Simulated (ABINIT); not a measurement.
Planning a run of ABINIT 10.8.3 on CaGaSiH (P3m1). The input:

```
acell 3*1.0 Angstrom
rprim 
  4.091099999987 0.000000000003 0.000000000000
  -2.045549999996 3.542996529410 0.000000000000
  0.000000000000 0.000000000000 4.762800000000
ntypat 4
znucl 20 31 14 1
natom 4
typat 1 2 3 4
xred 
  0.333333333333 0.666666666667 0.000000000000
  -0.000000000000 0.000000000000 0.556800000000
  0.666666666667 0.333333333333 0.433700000000
  -0.000000000000 0.000000000000 0.925000000000
pp_dirpath "pseudos"
pseudos "Ca.upf, Ga.upf, Si.upf, H.upf"
ecut 45
ngkpt 3 3 2
nshiftk 1
shiftk 0 0 0
kptopt 1
chksymbreak 0
istwfk *1
occopt 1
irdwfk 1
optdriver 4
nband 63
gwcalctyp 10
ecutsigx 45
symsigma 1
nkptgw 6
kptgw 
  0.0000000000 0.0000000000 0.0000000000
  0.3333333333 0.0000000000 0.0000000000
  0.3333333333 0.3333333333 0.0000000000
  0.0000000000 0.0000000000 0.5000000000
  0.3333333333 0.0000000000 0.5000000000
  0.3333333333 0.3333333333 0.5000000000
bdgw 
  14 23
  14 23
  14 23
  14 23
  14 23
  14 23
ecuteps 3.9
irdscr 1
ppmodel 1
irdqps 1
indata_prefix "in"
outdata_prefix "out"
tmpdata_prefix "tmp"
```

```sh
OMP_NUM_THREADS=1 mpirun -n 4 abinit run.abi > log
```

Question: Estimate wall time and host memory on 4 MPI ranks of Arm Neoverse V2, shared host.

It took 17 s; on shared hardware allow 8.5 s to 34 s. Peak host memory was 1.1 GiB.

[Paths, hosts, dates, memory and timing lines, banners, echoed tables and standing remarks are left out of the program output.]

[Logs are printed without paths, hosts, clocks, repeated set-up lines and the standing remarks that a program may print on its own settings, such as how far it seeks lower states.]

[Runs of the session that timed out or met a known fault of the program may be left out.]

[Hosts, paths, dates, database ids (printed as entryN), source tags and the programs' standing remarks are cut or masked in the printed files.]

[G0W0 gaps are taken among the corrected bands and points alone; a level outside them can change the order at an edge.]

[Where Ansatz stands beside ABINIT at settings called matched, ABINIT's density can come from a denser mesh and the files from another edition; pairs whose starting gaps differed by over 0.03 eV were left out, so agreement reads better than it is.]
